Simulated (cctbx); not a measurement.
## ZrAl5 with cctbx, script by script

Library: cctbx 2025.11. The data are simulated by the first script.

## 1. Simulate the data

run.py:

```python
from cctbx import adptbx, crystal, miller, sgtbx, xray
from cctbx.array_family import flex
from iotbx.shelx import hklf
from scitbx import matrix
import scitbx.random

cs = crystal.symmetry(unit_cell=(4.886, 4.886, 8.89, 90, 90, 120), space_group_symbol='Hall: P 6c 2c')  # P6_322
atoms = [  # label, site, U (iso, or U11 U22 U33 U12 U13 U23 in A^2), occupancy
    ("Zr1", (2/3, 1/3, 0.75), 0.0033, 1),
    ("Al1", (0.6747, 0.6747, 0.5), 0.0048, 1),
    ("Al2", (2/3, 1/3, 0.25), 0.0049, 1),
    ("Al3", (0, 0, 0.25), 0.0047, 1),
]
xs = xray.structure(crystal_symmetry=cs)
for label, site, u, occ in atoms:
    u = adptbx.u_cif_as_u_star(cs.unit_cell(), u) if isinstance(u, tuple) else u
    xs.add_scatterer(xray.scatterer(label, site=site, u=u, occupancy=occ))
xs.set_inelastic_form_factors(1.3414, "sasaki")
xs.show_summary()
p1 = xs.expand_to_p1()
ms = miller.build_set(p1, anomalous_flag=True, d_min=0.83)
flex.set_random_seed(390102)
scitbx.random.set_random_seed(390102)
ms = ms.select(flex.random_double(ms.size()) < 0.8)
i = ms.structure_factors_from_scatterers(p1, algorithm="direct").f_calc().as_intensity_array().data()
i = i / flex.sqrt(1 + 0.1 * i / flex.max(i))  # extinction
i = i * 20000 / flex.max(i)
sig = flex.sqrt(i + flex.pow2(0.03 * i) + 2 ** 2)
noise = scitbx.random.variate(scitbx.random.normal_distribution())(i.size())
data = ms.array(data=i + sig * noise, sigmas=sig).set_observation_type_xray_intensity()
with open("data.hkl", "w") as f:
    data.export_as_shelx_hklf(f)
print("reflections written:", data.size(), " <I/sigma> = %.1f" % flex.mean(data.data() / data.sigmas()))
for h, a, b in list(data.sort("data"))[:12]:
    print("%4d%4d%4d %9.1f %7.1f" % (h + (a, b)))
```

```console
$ python run.py
```

```text
Number of scatterers: 4
At special positions: 4
Unit cell: (4.886, 4.886, 8.89, 90, 90, 120)
Space group: P 63 2 2 (No. 182)
reflections written: 1057  <I/sigma> = 18.8
   0   0   4   20665.3   616.4
   0   0  -4   19482.1   616.4
   1  -2  -2   13917.4   414.6
   1   1   2   13675.3   414.6
   3   0   0   13582.8   412.4
  -1  -1  -2   13545.4   414.6
  -2   1   2   13459.4   414.6
  -1  -1   2   13394.3   414.6
   2  -1   2   13381.8   414.6
   3  -3   0   13295.0   412.4
   2  -1  -2   13288.0   414.6
  -1   2   2   13235.7   414.6
```

Run time: 0.41 s on 1 thread of Arm Neoverse N1, on a shared host, peak memory 0.07 GiB.

## 2. Refinement (right model, isotropic)

run.py:

```python
import math
from cctbx import adptbx, crystal, maptbx, sgtbx, xray
from cctbx.array_family import flex
from cctbx.xray import observations
from iotbx.shelx import hklf
from scitbx.lstbx import normal_eqns_solving
from smtbx import absolute_structure, utils
from smtbx.refinement import constraints, least_squares

cs = crystal.symmetry(unit_cell=(4.886, 4.886, 8.89, 90, 90, 120), space_group_symbol='Hall: P 6c 2c')  # P6_322
atoms = [  # label, site, U (iso, or U11 U22 U33 U12 U13 U23 in A^2), occupancy
    ("Zr1", (2/3, 1/3, 0.75), 0.0200, 1),
    ("Al1", (0.6645, 0.6645, 0.5), 0.0200, 1),
    ("Al2", (2/3, 1/3, 0.25), 0.0200, 1),
    ("Al3", (0, 0, 0.25), 0.0200, 1),
]
xs = xray.structure(crystal_symmetry=cs)
for label, site, u, occ in atoms:
    u = adptbx.u_cif_as_u_star(cs.unit_cell(), u) if isinstance(u, tuple) else u
    xs.add_scatterer(xray.scatterer(label, site=site, u=u, occupancy=occ))
xs.set_inelastic_form_factors(1.3414, "sasaki")
raw = hklf.reader(file_name="data.hkl").as_miller_arrays(crystal_symmetry=cs, anomalous=True)[0]
merged = raw.eliminate_sys_absent().merge_equivalents()
fo2 = merged.array().set_observation_type_xray_intensity()
print("Rint %.3f, %d unique reflections to %.2f A" % (merged.r_int(), fo2.size(), fo2.d_min()))
for sc in xs.scatterers():
    sc.flags.set_grad_site(True)
    sc.flags.set_grad_u_aniso(sc.flags.use_u_aniso())
    sc.flags.set_grad_u_iso(sc.flags.use_u_iso())
obs = fo2.as_xray_observations()
extra = {}
rep = constraints.reparametrisation(xs, [], utils.connectivity_table(xs), **extra)
ls = least_squares.crystallographic_ls(obs, rep, weighting_scheme=least_squares.mainstream_shelx_weighting(a=0, b=0))
print("cycle     R1     wR2    GooF  max shift (A)")
for cycle in range(8):
    ls.build_up()
    r1, wr2, goof = ls.r1_factor(cutoff_factor=2)[0], ls.wR2(), ls.goof()
    old = xs.sites_cart()
    normal_eqns_solving.levenberg_marquardt_iterations(ls, n_max_iterations=3, tau=1e-06, step_threshold=1e-7)
    big = flex.max((xs.sites_cart() - old).norms())
    print("%4d %7.4f %7.4f %7.3f %9.5f" % (cycle + 1, r1, wr2, goof, big))
    ls.build_up(objective_only=True)
    if abs(ls.wR2() - wr2) < 5e-5 and big < 5e-4:
        break
ls.build_up()
print("final R1 %.4f wR2 %.4f GooF %.3f  parameters %d  data/parameter %.1f" % (ls.r1_factor(cutoff_factor=2)[0], ls.wR2(), ls.goof(), ls.n_parameters, fo2.size() / ls.n_parameters))
cov = ls.covariance_matrix_and_annotations()
su = dict(zip(cov.annotations, (math.sqrt(max(v, 0)) for v in cov.matrix.matrix_packed_u_diagonal())))
a2 = cs.unit_cell().reciprocal_parameters()[0] ** -2
print("atom        x        y        z      Ueq    occ   su(xyz)  su(Uiso or U11)")
for sc in xs.scatterers():
    s = max(su.get(sc.label + k, 0) for k in (".x", ".y", ".z"))
    npd = "" if sc.is_positive_definite_u(cs.unit_cell()) else "  NPD"
    print("%-5s %8.5f %8.5f %8.5f %8.4f %6.3f %8.5f %7.4f%s" % ((sc.label,) + sc.site + (sc.u_iso_or_equiv(cs.unit_cell()), sc.occupancy, s, su.get(sc.label + ".uiso", su.get(sc.label + ".u11", 0) * a2), npd)))
fo = fo2.f_sq_as_f()
fc = fo.structure_factors_from_scatterers(xs, algorithm="direct").f_calc()
diff = fo.f_obs_minus_f_calc(1 / math.sqrt(ls.scale_factor()), fc).average_bijvoet_mates()
m = diff.fft_map(symmetry_flags=maptbx.use_space_group_symmetry, resolution_factor=0.25).apply_volume_scaling()
print("difference map: max %.2f min %.2f rms %.2f" % (m.statistics().max(), m.statistics().min(), m.statistics().sigma()))
peaks = m.peak_search(parameters=maptbx.peak_search_parameters(min_distance_sym_equiv=0.6, max_clusters=6)).all()
near = xs.closest_distances(peaks.sites(), distance_cutoff=4)
sps = cs.special_position_settings(min_distance_sym_equiv=0.5)
for k, (x, h) in enumerate(zip(peaks.sites(), peaks.heights())):
    ss = sps.site_symmetry(x)
    print("Q%-3d %7.4f %7.4f %7.4f %4d %7.2f  %.2f A from %s" % ((k + 1,) + tuple(t % 1 for t in ss.exact_site()) + (ss.multiplicity(), h, near.smallest_distances[k], xs.scatterers()[near.i_seqs[k]].label)))
```

```console
$ python run.py
```

```text
Rint 0.030, 118 unique reflections to 0.83 A
cycle     R1     wR2    GooF  max shift (A)
   1  0.1300  0.2956  17.014   0.04906
   2  0.0082  0.0175   1.008   0.00000
final R1 0.0082 wR2 0.0175 GooF 1.008  parameters 5  data/parameter 23.6
atom        x        y        z      Ueq    occ   su(xyz)  su(Uiso or U11)
Zr1    0.66667  0.33333  0.75000   0.0032  1.000  0.00000  0.0001
Al1    0.67454  0.67454  0.50000   0.0048  1.000  0.00012  0.0001
Al2    0.66667  0.33333  0.25000   0.0051  1.000  0.00000  0.0002
Al3    0.00000  0.00000  0.25000   0.0049  1.000  0.00000  0.0002
difference map: max 0.25 min -0.39 rms 0.06
Q1    0.3333  0.6667  0.0396    4    0.25  1.69 A from Al1
Q2    0.3333  0.6667  0.5337    4    0.23  1.68 A from Al1
Q3    0.0000  0.0000  0.0485    4    0.23  1.65 A from Al1
Q4    0.2360  0.4698  0.5990   12    0.16  1.34 A from Al1
Q5    0.0097  0.5144  0.4261   12    0.11  1.11 A from Al1
Q6    0.0670  0.1507  0.1636   12    0.10  1.00 A from Al3
```

Time: 0.57 s.

## 3. Refinement (right model, anisotropic)

run.py, as its changes from the last script of this kind:

```diff
@@ -12,4 +12,4 @@
-    ("Zr1", (2/3, 1/3, 0.75), 0.0200, 1),
-    ("Al1", (0.6645, 0.6645, 0.5), 0.0200, 1),
-    ("Al2", (2/3, 1/3, 0.25), 0.0200, 1),
-    ("Al3", (0, 0, 0.25), 0.0200, 1),
+    ("Zr1", (2/3, 1/3, 0.75), 0.0032, 1),
+    ("Al1", (0.67454, 0.67454, 0.5), 0.0048, 1),
+    ("Al2", (2/3, 1/3, 0.25), 0.0051, 1),
+    ("Al3", (0, 0, 0.25), 0.0049, 1),
@@ -21,0 +22 @@
+xs.convert_to_anisotropic()
@@ -54,0 +56,4 @@
+fc = fo2.structure_factors_from_scatterers(xs, algorithm="direct").f_calc()
+absolute_structure.flack_analysis(xs, fo2.as_xray_observations()).show()
+h = absolute_structure.hooft_analysis(fo2, fc, scale_factor=ls.scale_factor())
+print("Hooft y: %.3f(%.0f)  Bijvoet pairs: %d" % (h.hooft_y, 1000 * h.sigma_y, h.n_bijvoet_pairs))
```

```console
$ python run.py
```

```text
Rint 0.030, 118 unique reflections to 0.83 A
cycle     R1     wR2    GooF  max shift (A)
   1  0.0082  0.0175   1.037   0.00024
   2  0.0080  0.0169   0.997   0.00000
final R1 0.0080 wR2 0.0169 GooF 0.997  parameters 11  data/parameter 10.7
atom        x        y        z      Ueq    occ   su(xyz)  su(Uiso or U11)
Zr1    0.66667  0.33333  0.75000   0.0032  1.000  0.00000  0.0001
Al1    0.67449  0.67449  0.50000   0.0048  1.000  0.00012  0.0002
Al2    0.66667  0.33333  0.25000   0.0051  1.000  0.00000  0.0003
Al3    0.00000  0.00000  0.25000   0.0049  1.000  0.00000  0.0003
Flack x: 0.10(18)
Hooft y: 0.071(127)  Bijvoet pairs: 25
difference map: max 0.24 min -0.39 rms 0.06
Q1    0.0000  0.0000  0.0471    4    0.24  1.64 A from Al1
Q2    0.3333  0.6667  0.0447    4    0.23  1.70 A from Al1
Q3    0.3333  0.6667  0.5348    4    0.22  1.68 A from Al1
Q4    0.2315  0.4588  0.9015   12    0.17  1.30 A from Al1
Q5    0.0830  0.1815  0.1646   12    0.13  1.08 A from Al3
Q6    0.0158  0.5124  0.0711   12    0.11  1.05 A from Al1
```

Time: 0.57 s.

## 4. Refinement

run.py, as its changes from the last script of this kind:

```diff
@@ -12,4 +12,4 @@
-    ("Zr1", (2/3, 1/3, 0.75), 0.0032, 1),
-    ("Al1", (0.67454, 0.67454, 0.5), 0.0048, 1),
-    ("Al2", (2/3, 1/3, 0.25), 0.0051, 1),
-    ("Al3", (0, 0, 0.25), 0.0049, 1),
+    ("Zr1", (2/3, 1/3, 0.75), 0.0200, 1),
+    ("Al1", (0.6242, 0.6242, 0.5), 0.0200, 1),
+    ("Al2", (2/3, 1/3, 0.25), 0.0200, 1),
+    ("Al3", (0, 0, 0.25), 0.0200, 1),
@@ -22 +21,0 @@
-xs.convert_to_anisotropic()
@@ -36 +35 @@
-for cycle in range(8):
+for cycle in range(10):
@@ -40 +39 @@
-    normal_eqns_solving.levenberg_marquardt_iterations(ls, n_max_iterations=3, tau=1e-06, step_threshold=1e-7)
+    normal_eqns_solving.levenberg_marquardt_iterations(ls, n_max_iterations=3, tau=0.0001, step_threshold=1e-7)
@@ -56,4 +54,0 @@
-fc = fo2.structure_factors_from_scatterers(xs, algorithm="direct").f_calc()
-absolute_structure.flack_analysis(xs, fo2.as_xray_observations()).show()
-h = absolute_structure.hooft_analysis(fo2, fc, scale_factor=ls.scale_factor())
-print("Hooft y: %.3f(%.0f)  Bijvoet pairs: %d" % (h.hooft_y, 1000 * h.sigma_y, h.n_bijvoet_pairs))
```

```console
$ python run.py
```

```text
Rint 0.030, 118 unique reflections to 0.83 A
cycle     R1     wR2    GooF  max shift (A)
   1  0.3040  0.6309  36.315   0.24439
   2  0.0084  0.0182   1.050   0.00158
   3  0.0082  0.0175   1.008   0.00000
final R1 0.0082 wR2 0.0175 GooF 1.008  parameters 5  data/parameter 23.6
atom        x        y        z      Ueq    occ   su(xyz)  su(Uiso or U11)
Zr1    0.66667  0.33333  0.75000   0.0032  1.000  0.00000  0.0001
Al1    0.67454  0.67454  0.50000   0.0048  1.000  0.00012  0.0001
Al2    0.66667  0.33333  0.25000   0.0051  1.000  0.00000  0.0002
Al3    0.00000  0.00000  0.25000   0.0049  1.000  0.00000  0.0002
difference map: max 0.25 min -0.39 rms 0.06
Q1    0.3333  0.6667  0.0396    4    0.25  1.69 A from Al1
Q2    0.3333  0.6667  0.5337    4    0.23  1.68 A from Al1
Q3    0.0000  0.0000  0.0485    4    0.23  1.65 A from Al1
Q4    0.2360  0.4698  0.5990   12    0.16  1.34 A from Al1
Q5    0.0097  0.5144  0.4261   12    0.11  1.11 A from Al1
Q6    0.0670  0.1507  0.1636   12    0.10  1.00 A from Al3
```

Time: 0.55 s.

This run holds a fault made on purpose: start far from the minimum.

## 5. Refinement

run.py, as its changes from the last script of this kind:

```diff
@@ -12,4 +12,4 @@
-    ("Zr1", (2/3, 1/3, 0.75), 0.0200, 1),
-    ("Al1", (0.6242, 0.6242, 0.5), 0.0200, 1),
-    ("Al2", (2/3, 1/3, 0.25), 0.0200, 1),
-    ("Al3", (0, 0, 0.25), 0.0200, 1),
+    ("Zr1", (2/3, 1/3, 0.75), 0.0032, 1),
+    ("Al1", (0.67454, 0.67454, 0.5), 0.0048, 1),
+    ("Al2", (2/3, 1/3, 0.25), 0.0051, 1),
+    ("Si1", (0, 0, 0.25), 0.0049, 1),
@@ -21,0 +22 @@
+xs.convert_to_anisotropic()
@@ -35 +36 @@
-for cycle in range(10):
+for cycle in range(12):
@@ -39 +40 @@
-    normal_eqns_solving.levenberg_marquardt_iterations(ls, n_max_iterations=3, tau=0.0001, step_threshold=1e-7)
+    normal_eqns_solving.levenberg_marquardt_iterations(ls, n_max_iterations=3, tau=1e-06, step_threshold=1e-7)
```

```console
$ python run.py
```

```text
Rint 0.030, 118 unique reflections to 0.83 A
cycle     R1     wR2    GooF  max shift (A)
   1  0.0228  0.0583   3.447   0.00069
   2  0.0102  0.0230   1.360   0.00000
final R1 0.0102 wR2 0.0230 GooF 1.360  parameters 11  data/parameter 10.7
atom        x        y        z      Ueq    occ   su(xyz)  su(Uiso or U11)
Zr1    0.66667  0.33333  0.75000   0.0033  1.000  0.00000  0.0002
Al1    0.67440  0.67440  0.50000   0.0049  1.000  0.00016  0.0003
Al2    0.66667  0.33333  0.25000   0.0052  1.000  0.00000  0.0004
Si1    0.00000  0.00000  0.25000   0.0099  1.000  0.00000  0.0004
difference map: max 0.26 min -0.71 rms 0.09
Q1    0.0000  0.0000  0.0448    4    0.26  1.64 A from Al1
Q2    0.3333  0.6667  0.0430    4    0.26  1.69 A from Al1
Q3    0.3333  0.6667  0.5351    4    0.23  1.68 A from Al1
Q4    0.2301  0.4550  0.9017   12    0.19  1.29 A from Al1
Q5    0.0151  0.5131  0.0722   12    0.14  1.05 A from Al1
Q6    0.1600  0.5796  0.1714   12    0.12  1.01 A from Zr1
```

Time: 0.54 s.

This run holds a fault made on purpose: wrong element: Si1 is Al.

## 6. Refinement

run.py, as its changes from the last script of this kind:

```diff
@@ -12,4 +12,4 @@
-    ("Zr1", (2/3, 1/3, 0.75), 0.0032, 1),
-    ("Al1", (0.67454, 0.67454, 0.5), 0.0048, 1),
-    ("Al2", (2/3, 1/3, 0.25), 0.0051, 1),
-    ("Si1", (0, 0, 0.25), 0.0049, 1),
+    ("Zr1", (1/3, 2/3, 0.25), 0.0032, 1),
+    ("Al1", (0.32546, 0.32546, 0.5), 0.0048, 1),
+    ("Al2", (1/3, 2/3, 0.75), 0.0051, 1),
+    ("Al3", (0, 0, 0.75), 0.0049, 1),
@@ -55,0 +56,4 @@
+fc = fo2.structure_factors_from_scatterers(xs, algorithm="direct").f_calc()
+absolute_structure.flack_analysis(xs, fo2.as_xray_observations()).show()
+h = absolute_structure.hooft_analysis(fo2, fc, scale_factor=ls.scale_factor())
+print("Hooft y: %.3f(%.0f)  Bijvoet pairs: %d" % (h.hooft_y, 1000 * h.sigma_y, h.n_bijvoet_pairs))
```

```console
$ python run.py
```

```text
Rint 0.030, 118 unique reflections to 0.83 A
cycle     R1     wR2    GooF  max shift (A)
   1  0.0094  0.0212   1.252   0.00045
   2  0.0091  0.0206   1.219   0.00000
final R1 0.0091 wR2 0.0206 GooF 1.219  parameters 11  data/parameter 10.7
atom        x        y        z      Ueq    occ   su(xyz)  su(Uiso or U11)
Zr1    0.33333  0.66667  0.25000   0.0032  1.000  0.00000  0.0001
Al1    0.32555  0.32555  0.50000   0.0048  1.000  0.00014  0.0003
Al2    0.33333  0.66667  0.75000   0.0051  1.000  0.00000  0.0003
Al3    0.00000  0.00000  0.75000   0.0049  1.000  0.00000  0.0003
Flack x: 0.90(18)
Hooft y: 0.931(128)  Bijvoet pairs: 25
difference map: max 0.24 min -0.39 rms 0.06
Q1    0.0000  0.0000  0.0469    4    0.24  1.64 A from Al1
Q2    0.3333  0.6667  0.0447    4    0.23  1.70 A from Al1
Q3    0.3333  0.6667  0.5351    4    0.22  1.68 A from Al1
Q4    0.2317  0.4584  0.5986   12    0.17  1.30 A from Al1
Q5    0.0937  0.1851  0.1650   12    0.12  1.09 A from Al3
Q6    0.0178  0.5110  0.4278   12    0.11  1.06 A from Al1
```

Run time: 0.58 s on 1 thread of Arm Neoverse N1, on a shared host, peak memory 0.09 GiB.

This run holds a fault made on purpose: the structure inverted.

[Logs are printed without paths, hosts, clocks, repeated set-up lines and the standing remarks that a program may print on its own settings, such as how far it seeks lower states.]
